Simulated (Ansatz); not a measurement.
# BN (P6_3/mmc): phonons and vibrational spectra

Wanted: phonon frequencies of BN (P6_3/mmc) and what follows from them.

Main program and level: Ansatz 0.2.0; DFT LDA, scalar-relativistic, plane waves, PAW; PAW set soft_1.

**What experiment says.**

“Anisotropic thermo-mechanical response of layered hexagonal boron nitride and black phosphorus: application as a simultaneous pressure and temperature sensor” (2023, arxiv:2307.07533) reports for BN, hexagonal layered, AA' stacking, by synchrotron powder XRD, Le Bail (commercial high-purity powder, 300 K): lattice constant a (a at 300 K) 2.5069 ± 0.0002 Å [300 K value from polynomial fit to temperature-dependent data]; lattice constant c (c at 300 K) 6.6706 ± 0.0007 Å [300 K value from linear fit to temperature-dependent data].

For BN, hexagonal (hBN) (HPHT-grown single crystal, 300 K), “Low frequency Raman spectroscopy of few-atomic-layer thick hBN crystals” (2017, arxiv:1705.01298) gives, by micro-Raman, 514.5 nm: Raman mode (E2g low-frequency interlayer shear mode) 52.5 cm⁻¹; Raman mode (E2g high-frequency in-plane mode) 1366 cm⁻¹.

Most raw output is cut from this account.

The database entry behind the starting cell differs from later determinations by our own check (about 0.3 % short, minor phase), so it need not match the best structure at ambient conditions.

## 1. The structure

It takes space group P6_3/mmc (No. 194, hexagonal). The conventional cell has a = 2.498 Å, b = 2.498 Å, c = 6.636 Å, α = 90.00°, β = 90.00°, γ = 120.00°. Nearest to B lie 3 N at 1.44 Å. Nearest to N lie 3 B at 1.44 Å. Farther neighbours and most contacts between anions are not listed.

## 2. Bringing the structure to rest

Harmonic phonons are second derivatives at a point where the forces vanish, and they are wanted at zero stress, so atoms and cell are relaxed first.

Contents of input.yaml:

```yaml
crystal:
  lattice:
    - [2.49824, 0.0, 0.0]
    - [-1.24912, 2.1635393048, 0.0]
    - [0.0, 0.0, 6.6357]
  atoms:
    - { symbol: B, position: [0.3333333333, 0.6666666667, 0.25] }
    - { symbol: B, position: [0.6666666667, 0.3333333333, 0.75] }
    - { symbol: "N", position: [0.3333333333, 0.6666666667, 0.75] }
    - { symbol: "N", position: [0.6666666667, 0.3333333333, 0.25] }
kpoints:
  mp_grid: { grid: [12, 12, 4] }
hamiltonian:
  xc: lda
  pseudopotentials: { kind: paw, azcp: { folder: soft_1 }, xc_functional: pbe }
scf:
  occupations: { method: gaussian, width: 0.02 }
output:
  forces: true
  stress: true
  eigenvalues: true
relax:
  adjacent_minimum: "off"
  f_tol: 0.005
  max_steps: 80
  cell: { stress_tol: 0.05 }
```

The run is started by

```sh
ansatz run input.yaml --threads 4 --pin off --max-ram 10240MiB --backend cpu --events-out ev --progress --plain --runs-dir out
```

Elapsed: 3 s, on 4 threads of Arm Neoverse V2, shared host; peak memory 0.3 GiB.

The steps of the relaxation:

| step | energy less that of the first step (eV) | largest force component (eV/Å) | pressure (GPa) | volume (Å³) |
| --- | --- | --- | --- | --- |
| 1 | 0.0000 | 0.0000 | -3.12 | 35.87 |
| 2 | -0.0061 | 0.0000 | -1.09 | 35.28 |
| 3 | -0.0075 | 0.0000 | 0.01 | 35.01 |
| 4* | -0.0053 | 0.0000 | -0.11 | 35.01 |
| 5 | -0.0058 | 0.0000 | 0.02 | 34.87 |
| 6* | -0.0054 | 0.0000 | 0.01 | 34.87 |

Relaxation steps marked * repeat the geometry before them on a plane-wave basis chosen anew for their cell, so energy and pressure can jump there.

Forces are held to the 24 operations that the run works with; a distortion that breaks them can't arise in this run.

| conventional cell, symmetrised | before | after | change |
| --- | --- | --- | --- |
| a (Å) | 2.498 | 2.488 | -0.4 % |
| b (Å) | 2.498 | 2.488 | -0.4 % |
| c (Å) | 6.636 | 6.502 | -2.0 % |
| volume (Å³/atom) | 8.97 | 8.72 | -2.8 % |

The relaxed structure:

```xyz
4
Lattice="2.4882 0.0000 0.0000 -1.2441 2.1549 0.0000 0.0000 0.0000 6.5025" Properties=species:S:1:pos:R:3 pbc="T T T"
B     0.0000    1.4366    1.6256
B     1.2441    0.7183    4.8768
N     0.0000    1.4366    4.8768
N     1.2441    0.7183    1.6256
```

Numbers from this step:

* pressure: 0.008502 GPa
* gap on the k-mesh: 4.069 eV
* volume per atom: 8.716 Å³
* direct gap on mesh: 4.487 eV

In this step the volume went from 8.97 to 8.72 Å³/atom.

## 3. Relaxing to small forces for the phonons

Phonons need a cell at rest on their own settings, so the relaxation is repeated with tight tolerances on forces and stress, using the mesh and the filling of the phonon run that follows.

input.yaml, the sections that differ from step 2:

```yaml
crystal:
  lattice:
    - [2.4882483208, 0.0, 0.0]
    - [-1.2441241604, 2.1548862567, 0.0]
    - [0.0, 0.0, 6.5024600029]
  atoms:
    - { symbol: B, position: [0.3333333333, 0.6666666667, 0.25] }
    - { symbol: B, position: [0.6666666667, 0.3333333333, 0.75] }
    - { symbol: "N", position: [0.3333333333, 0.6666666667, 0.75] }
    - { symbol: "N", position: [0.6666666667, 0.3333333333, 0.25] }
scf:
  occupations: { method: fixed }
relax:
  adjacent_minimum: "off"
  f_tol: 0.001
  max_steps: 60
  cell: { stress_tol: 0.01 }
# kpoints, hamiltonian, output: as in step 2
```

Elapsed: 2.2 s, on 4 threads; peak memory 0.3 GiB; 7.6 s of CPU time.

Relaxation path:

| step | energy less that of the first step (eV) | largest force component (eV/Å) | pressure (GPa) | volume (Å³) |
| --- | --- | --- | --- | --- |
| 1 | 0.0000 | 0.0000 | 0.01 | 34.87 |
| 2 | -0.0001 | 0.0000 | 0.01 | 34.83 |
| 3 | -0.0001 | 0.0000 | 0.00 | 34.83 |
| 4* | 0.0000 | 0.0000 | -0.01 | 34.83 |
| 5 | 0.0000 | 0.0000 | 0.00 | 34.81 |
| 6* | 0.0000 | 0.0000 | 0.00 | 34.81 |

Relaxation steps marked * repeat the geometry before them on a plane-wave basis chosen anew for their cell, so energy and pressure can jump there.

The run keeps the 24 symmetry operations that it works with, so distortions that break them were not tested.

| conventional cell, symmetrised | before | after | change |
| --- | --- | --- | --- |
| a (Å) | 2.488 | 2.488 | +0.0 % |
| b (Å) | 2.488 | 2.488 | +0.0 % |
| c (Å) | 6.502 | 6.492 | -0.2 % |
| volume (Å³/atom) | 8.72 | 8.70 | -0.2 % |

The relaxed structure:

```
B N
1.0
     2.48834    0.00000    0.00000
    -1.24417    2.15496    0.00000
     0.00000    0.00000    6.49223
B N
2 2
Cartesian
  0.0000 1.4366 1.6231
  1.2442 0.7183 4.8692
  0.0000 1.4366 4.8692
  1.2442 0.7183 1.6231
```

Numbers from this step:

```yaml
pressure: -0.002080 GPa
gap_on_the_k_mesh: 4.065 eV
volume_per_atom: 8.703 Å³
direct_gap_on_mesh: 4.481 eV
```

The forces vanish by symmetry and the pressure is -0.002 GPa, within the tolerances set. The cell now holds 8.70 Å³/atom.

## 4. Zone-centre response

The zone centre comes first: it holds the modes that light can see, as far as symmetry allows. The response to a homogeneous field gives the Born charges and the dielectric tensor, and its change with displacement the Raman tensors.

input.yaml, the sections that differ from step 3:

```yaml
crystal:
  lattice:
    - [2.4883378727, 0.0, 0.0]
    - [-1.2441689363, 2.1549638109, 0.0]
    - [0.0, 0.0, 6.4922271632]
  atoms:
    - { symbol: B, position: [0.3333333333, 0.6666666667, 0.25] }
    - { symbol: B, position: [0.6666666667, 0.3333333333, 0.75] }
    - { symbol: "N", position: [0.3333333333, 0.6666666667, 0.75] }
    - { symbol: "N", position: [0.6666666667, 0.3333333333, 0.25] }
output:
  eigenvalues: true
phonons:
  method: dfpt
  dielectric: true
  rigid_motions: translations
  raman: true
# kpoints, hamiltonian, scf: as in step 3
# relax: removed
```

Run time: 94 s. Hardware: 4 threads; peak memory 1.3 GiB; 6.2 min of CPU time.

This step gave:

| Item | Value |
| --- | --- |
| sum-rule residual before enforcement | 2.78e-5 eV/Å² |
| miss of the charge sum rule | 5.64e-6 e |
| point group | 6/mmm |
| highest optical mode at the zone centre (no LO-TO term) | 1386 cm⁻¹ |
| lowest optical zone-centre mode | 49.97 cm⁻¹ |
| mean high-frequency dielectric constant | 4.212 |
| largest Born charge (third of the trace) | 2.073 e |
| mean static dielectric constant | 5.567 |
| top of the zone-centre spectrum with the field | 1617 cm⁻¹ |

Without the LO-TO term. Patterns of degenerate modes are one choice out of their space. Modes at Γ, with each element's share of the kinetic energy:

| mode | frequency (cm⁻¹) | symmetry | B % | N % |
| --- | --- | --- | --- | --- |
| 1 | 0.0 | acoustic | 44 | 56 |
| 2 | 0.0 | acoustic | 44 | 56 |
| 3 | 0.0 | acoustic | 44 | 56 |
| 4 | 50.0 | E2g | 44 | 56 |
| 5 | 50.0 | E2g | 44 | 56 |
| 6 | 112.9 | B1g | 44 | 56 |
| 7 | 752.2 | A2u | 56 | 44 |
| 8 | 811.3 | B1g | 56 | 44 |
| 9 | 1385.7 | E2g | 56 | 44 |
| 10 | 1385.7 | E2g | 56 | 44 |
| 11 | 1385.8 | E1u | 56 | 44 |
| 12 | 1385.8 | E1u | 56 | 44 |

Displacements in mode 4 (50.0 cm⁻¹), the largest set to 1:
```
B1   1.00  0.00  0.00
B2  -1.00  0.00  0.00
N3  -1.00  0.00  0.00
N4   1.00  0.00  0.00
```

Displacements in mode 8 (811.3 cm⁻¹), the largest set to 1:
```
B1   0.00  0.00  1.00
B2   0.00  0.00 -1.00
N3   0.00  0.00  0.78
N4   0.00  0.00 -0.78
```

Optical modes at the zone centre, without and with the macroscopic field of the longitudinal modes; each column is sorted by frequency, so a row need not hold one and the same mode. Modes with and without the field, by row:

| rank among optical modes | no field (cm⁻¹) | q along (1, 0, 0) (cm⁻¹) | q along (0, 0, 1) (cm⁻¹) |
| --- | --- | --- | --- |
| 1 | 50 | 50 | 50 |
| 2 | 50 | 50 | 50 |
| 3 | 112.9 | 112.9 | 112.9 |
| 4 | 752.2 | 752.2 | 811.3 |
| 5 | 811.3 | 811.3 | 819.1 |
| 6 | 1386 | 1386 | 1386 |
| 7 | 1386 | 1386 | 1386 |
| 8 | 1386 | 1386 | 1386 |
| 9 | 1386 | 1617 | 1386 |

Born charge (rows field, columns displacement) (e), principal values of the symmetric part by kind of site:

| atom | atoms with these values | low | middle | high | mean |
| --- | --- | --- | --- | --- | --- |
| B1 | 2 | 0.80 | 2.71 | 2.71 | 2.07 |
| N3 | 2 | -2.71 | -2.71 | -0.80 | -2.07 |

In full for B1:

```
2.71 0.00 0.00
0.00 2.71 0.00
0.00 0.00 0.80
```

High-frequency dielectric tensor:

```
4.89 0.00 0.00
0.00 4.89 0.00
0.00 0.00 2.85
```

Static dielectric tensor (ions relaxed, fixed cell):

```
6.66 0.00 0.00
0.00 6.66 0.00
0.00 0.00 3.38
```

Transverse modes. Infrared lines, with heights relative to the strongest:

| position (cm⁻¹) | lines merged | relative intensity |
| --- | --- | --- |
| 50 | 1 | 0.0 |
| 113 | 1 | 0.0 |
| 752 | 1 | 4.4 |
| 811 | 1 | 0.0 |
| 1386 | 2 | 100 |

Activity x (w_L - w)^4 (n + 1)/w, 532 nm, 300 K; modes without the macroscopic field alone. Raman lines, with heights relative to the strongest:

| position (cm⁻¹) | lines merged | relative intensity |
| --- | --- | --- |
| 50 | 1 | 1.9 |
| 113 | 1 | 0.0 |
| 752 | 1 | 0.0 |
| 811 | 1 | 0.0 |
| 1386 | 2 | 100 |

Before it was imposed, the acoustic sum rule was missed by 2.8e-5 eV/Å² and the charge sum rule by 5.6e-6 e. Small misses are needed for a sound result but don't prove that mesh and cutoff are converged. The lowest optical mode is real, 50.0 cm⁻¹.

## 5. Phonons on a q mesh

Stability and thermal properties need the whole zone. Linear response on a 6×6×2 q mesh gives force constants as far as a supercell of that size would, and the tensors from the zone-centre run are typed in so that the long-range dipole term is interpolated apart.

input.yaml, the sections that differ from step 4:

```yaml
phonons:
  method: dfpt
  qmesh: [6, 6, 2]
  temperatures: { t_max: 1000, t_step: 50 }
  qpath:
    path:
      - [[0.0, 0.0, 0.0], [0.5, 0.0, 0.0], [0.33333333, 0.33333333, 0.0], [0.0, 0.0, 0.0], [0.0, 0.0, 0.5], [0.5, 0.0, 0.5], [0.33333333, 0.33333333, 0.5], [0.0, 0.0, 0.5]]
      - [[0.5, 0.0, 0.5], [0.5, 0.0, 0.0]]
      - [[0.33333333, 0.33333333, 0.5], [0.33333333, 0.33333333, 0.0]]
    npoints: 10
  non_analytic_term:
    high_frequency_dielectric_tensor: [[4.8916, 0.0, 0.0], [0.0, 4.8916, 0.0], [0.0, 0.0, 2.8531]]
    born_effective_charges:
      - { species: B, tensor: [[2.707, 0.0, 0.0], [0.0, 2.707, 0.0], [0.0, 0.0, 0.8046]] }
      - { species: B, tensor: [[2.707, 0.0, 0.0], [0.0, 2.707, 0.0], [0.0, 0.0, 0.8046]] }
      - { species: "N", tensor: [[-2.707, 0.0, 0.0], [0.0, -2.707, 0.0], [0.0, 0.0, -0.8046]] }
      - { species: "N", tensor: [[-2.707, 0.0, 0.0], [0.0, -2.707, 0.0], [0.0, 0.0, -0.8046]] }
    source: "zone-centre run at this cell"
# crystal, kpoints, hamiltonian, scf, output: as in step 4
```

Wall time 1.8 min (4 threads); peak memory 0.7 GiB.

Numbers from this step:

```yaml
sum_rule_residual_before_enforcement: 2.67e-5 eV/Å²
lowest_frequency_on_the_path: 0 cm⁻¹
highest_frequency_on_the_path_or_at_a_solved_wavevector: 1617 cm⁻¹
mean_frequency: 837.7 cm⁻¹
debye_temperature_second_moment: 1756 K
logarithmic_mean_frequency: 684.4 cm⁻¹
lowest_mode_on_the_q_mesh_acoustic_modes_at_gamma_apart: 35.22 cm⁻¹
zero_point_energy_per_atom: 155.8 meV
heat_capacity_at_300_k: 9.884 J/(mol atoms K)
vibrational_entropy_at_300_k: 7.481 J/(mol atoms K)
```

Frequencies (cm⁻¹) solved at each irreducible wavevector; negative means imaginary. Frequencies by wavevector, by row:

| q in reciprocal lattice units | star | mode 1 | mode 2 | mode 3 | mode 4 | mode 10 | mode 11 | mode 12 |
| --- | --- | --- | --- | --- | --- | --- | --- | --- |
| 0 0 0 | 1 | 0 | 0 | 0 | 50 | 1386 | 1386 | 1386 |
| 0 0 -0.5 | 1 | 35.2 | 35.2 | 35.2 | 35.2 | 1386 | 1386 | 1386 |
| 0 0.1667 0 | 6 | 65.8 | 118.6 | 292.9 | 297.4 | 1358 | 1478 | 1584 |
| 0 0.1667 -0.5 | 6 | 96.4 | 96.4 | 295.2 | 295.2 | 1357 | 1517 | 1517 |
| 0 0.3333 0 | 6 | 208.6 | 214.4 | 485.7 | 488.7 | 1308 | 1437 | 1473 |
| 0 0.3333 -0.5 | 6 | 212.3 | 212.3 | 487.2 | 487.2 | 1307 | 1454 | 1454 |
| 0 -0.5 0 | 3 | 317.8 | 318.9 | 548.3 | 551.2 | 1286 | 1310 | 1321 |
| 0 -0.5 -0.5 | 3 | 319.6 | 319.6 | 549.8 | 549.8 | 1286 | 1316 | 1316 |
| 0.1667 0.1667 0 | 6 | 160.7 | 173.7 | 522.5 | 526.2 | 1321 | 1457 | 1504 |
| 0.1667 0.1667 -0.5 | 6 | 168 | 168 | 524.3 | 524.3 | 1320 | 1479 | 1479 |
| 0.1667 0.3333 0 | 12 | 286.8 | 291.8 | 609.5 | 636.3 | 1295 | 1326 | 1343 |
| 0.1667 0.3333 -0.5 | 12 | 290.4 | 290.4 | 623.5 | 623.5 | 1294 | 1334 | 1334 |
| 0.3333 0.3333 0 | 2 | 324.7 | 324.7 | 579.8 | 579.8 | 1202 | 1298 | 1302 |
| 0.3333 0.3333 -0.5 | 2 | 326.4 | 326.4 | 579.7 | 579.7 | 1202 | 1300 | 1300 |

Interpolated from a 6×6×2 q mesh, with the LO-TO term (at Γ the limit along the path; where Γ stands inside the path, tables give the limit on arrival). The phonon branches at the labelled points (cm⁻¹):

| point | branch 1 | branch 2 | branch 3 | branch 4 | branch 9 | branch 10 | branch 11 | branch 12 |
| --- | --- | --- | --- | --- | --- | --- | --- | --- |
| Γ | 0 | 0 | 0 | 50 | 1386 | 1386 | 1386 | 1617 |
| halfway | 130 | 152 | 407 | 412 | 1328 | 1332 | 1482 | 1540 |
| M | 318 | 319 | 548 | 551 | 1285 | 1286 | 1310 | 1321 |
| halfway | 317 | 319 | 592 | 609 | 1263 | 1272 | 1295 | 1296 |
| K | 325 | 325 | 580 | 580 | 1202 | 1202 | 1298 | 1302 |
| halfway | 161 | 174 | 522 | 526 | 1320 | 1321 | 1457 | 1504 |
| Γ | 0 | 0 | 0 | 50 | 1386 | 1386 | 1386 | 1617 |
| halfway | 19 | 19 | 43 | 46 | 1386 | 1386 | 1386 | 1386 |
| A | 35 | 35 | 35 | 35 | 1386 | 1386 | 1386 | 1386 |
| halfway | 142 | 142 | 409 | 409 | 1330 | 1330 | 1508 | 1508 |
| L | 320 | 320 | 550 | 550 | 1286 | 1286 | 1316 | 1316 |
| halfway | 320 | 320 | 601 | 601 | 1268 | 1268 | 1295 | 1295 |
| H | 326 | 326 | 580 | 580 | 1202 | 1202 | 1300 | 1300 |
| halfway | 168 | 168 | 524 | 524 | 1320 | 1320 | 1479 | 1479 |
| A | 35 | 35 | 35 | 35 | 1386 | 1386 | 1386 | 1386 |
| jump to L | 320 | 320 | 550 | 550 | 1286 | 1286 | 1316 | 1316 |
| halfway | 319 | 319 | 549 | 551 | 1285 | 1286 | 1312 | 1319 |
| M | 318 | 319 | 548 | 551 | 1285 | 1286 | 1310 | 1321 |
| jump to H | 326 | 326 | 580 | 580 | 1202 | 1202 | 1300 | 1300 |
| halfway | 326 | 326 | 580 | 580 | 1202 | 1202 | 1299 | 1302 |
| K | 325 | 325 | 580 | 580 | 1202 | 1202 | 1298 | 1302 |

Tetrahedra on a 30×30×10 mesh, mean over bins of 20 cm-1. Interpolated from a 6×6×2 q mesh. Phonon density of states against wavenumber; read off at these points:

| wavenumber (cm⁻¹) | phonon density of states (1/cm⁻¹/cell) |
| --- | --- |
| 10 | 1.5e-4 |
| 50 | 0.00171 |
| 90 | 0.00455 |
| 130 | 0.00653 |
| 190 | 0.00656 |
| 230 | 0.00752 |
| 270 | 0.00959 |
| 310 | 0.0233 |
| 350 | 0.00238 |
| 390 | 0.00285 |
| 450 | 0.00379 |
| 490 | 0.00481 |
| 530 | 0.00676 |
| 570 | 0.00749 |
| 610 | 0.0213 |
| 650 | 0.0146 |
| 710 | 0.0120 |
| 750 | 0.0115 |
| 790 | 0.00826 |
| 830 | 0.00393 |
| 870 | 0.00316 |
| 910 | 0.00272 |
| 970 | 0.0034 |
| 1010 | 0.00402 |
| 1050 | 0.00527 |
| 1070 | 0.00806 |
| 1090 | 0.00589 |
| 1130 | 0.00422 |
| 1170 | 6.7e-4 |
| 1230 | 0.00265 |
| 1270 | 0.00488 |
| 1290 | 0.0439 |
| 1310 | 0.0359 |
| 1350 | 0.0147 |
| 1390 | 0.00775 |
| 1430 | 0.00637 |
| 1490 | 0.00979 |
| 1530 | 0.00404 |
| 1570 | 0.00191 |
| 1610 | 1.6e-4 |

The partial phonon density of states has structure finer than the step of the table below, so its rows give means over 50 cm⁻¹, whole bins alone (the curve runs from -10 to 1673 cm⁻¹). Peaks (cm⁻¹: height): B 614.4: 0.0152, 1302.2: 0.0255; N 307.5: 0.0161, 381.5: 0.00315, 688.4: 0.00539, 1069.4: 0.00547, 1302.2: 0.0178.

Phonopy on the run's constants, 21x21x9 mesh, Gaussian sigma 12.0 cm-1. Interpolated from a 6×6×2 q mesh. Partial phonon density of states against wavenumber; means over each step; values in 1/cm⁻¹/cell:

| wavenumber (cm⁻¹) | B | N |
| --- | --- | --- |
| 50 | 7.6e-4 | 0.00104 |
| 100 | 0.00238 | 0.00341 |
| 150 | 0.00257 | 0.00419 |
| 200 | 0.00201 | 0.00421 |
| 250 | 0.00244 | 0.00643 |
| 300 | 0.00234 | 0.0122 |
| 350 | 9.9e-4 | 0.00331 |
| 400 | 0.00132 | 0.00167 |
| 450 | 0.00171 | 0.00215 |
| 500 | 0.00259 | 0.00323 |
| 550 | 0.00389 | 0.00396 |
| 600 | 0.0125 | 0.00445 |
| 650 | 0.0105 | 0.00482 |
| 700 | 0.00754 | 0.00519 |
| 750 | 0.00597 | 0.00501 |
| 800 | 0.00347 | 0.00358 |
| 850 | 0.00163 | 0.00226 |
| 900 | 0.00103 | 0.00172 |
| 950 | 0.00107 | 0.00199 |
| 1000 | 0.00121 | 0.00261 |
| 1050 | 0.00129 | 0.00433 |
| 1100 | 8.9e-4 | 0.00463 |
| 1150 | 3.0e-4 | 0.00282 |
| 1200 | 0.00103 | 1.9e-4 |
| 1250 | 0.00400 | 0.00127 |
| 1300 | 0.0191 | 0.0129 |
| 1350 | 0.00979 | 0.00591 |
| 1400 | 0.00485 | 0.00288 |
| 1450 | 0.00434 | 0.00284 |
| 1500 | 0.00421 | 0.00300 |
| 1550 | 0.00173 | 0.00126 |
| 1600 | 4.2e-4 | 3.2e-4 |

Harmonic thermodynamic functions per atom, from the density of states. Interpolated from a 6×6×2 q mesh. Thermodynamic functions, by row:

| T (K) | F_vib (meV/atom) | S (J/mol-atom/K) | C_V (J/mol-atom/K) |
| --- | --- | --- | --- |
| 0 | 155.8 | 0 | 0 |
| 50 | 155.7 | 0.362 | 0.787 |
| 100 | 155.3 | 1.411 | 2.477 |
| 200 | 152.4 | 4.257 | 6.21 |
| 300 | 146.3 | 7.481 | 9.884 |
| 400 | 136.9 | 10.78 | 13.07 |
| 500 | 124 | 13.98 | 15.62 |
| 600 | 108 | 17 | 17.57 |
| 700 | 88.85 | 19.83 | 19.03 |
| 800 | 66.93 | 22.45 | 20.13 |
| 900 | 42.4 | 24.87 | 20.98 |
| 1000 | 15.45 | 27.11 | 21.62 |

Harmonic mean-square displacement, third of the trace. Interpolated from a 6×6×2 q mesh. Mean square displacements, by row:

| T (K) | B1 U_eq (Å²) | B2 U_eq (Å²) | N3 U_eq (Å²) | N4 U_eq (Å²) |
| --- | --- | --- | --- | --- |
| 0 | 0.00279 | 0.00279 | 0.00284 | 0.00284 |
| 100 | 0.004 | 0.004 | 0.00413 | 0.00413 |
| 300 | 0.00793 | 0.00793 | 0.00863 | 0.00863 |
| 600 | 0.01447 | 0.01447 | 0.01612 | 0.01612 |

Symmetry leaves 14 wavevectors to solve. The lowest mode among them, the acoustic zeros apart, lies at q = (0, 0, -0.5) and is real, 35.2 cm⁻¹.

## 6. Isotope substitution, element B, natural mass 10.81 amu

An isotope changes the mass and not the force constants, so no new electronic calculation is needed; the shifts show which modes move this element.

(Part 1 of 2 ends here.)

[Logs are printed without paths, hosts, clocks, repeated set-up lines and the standing remarks that a program may print on its own settings, such as how far it seeks lower states.]

[Hosts, paths, dates, database ids (printed as entryN), source tags and the programs' standing remarks are cut or masked in the printed files.]
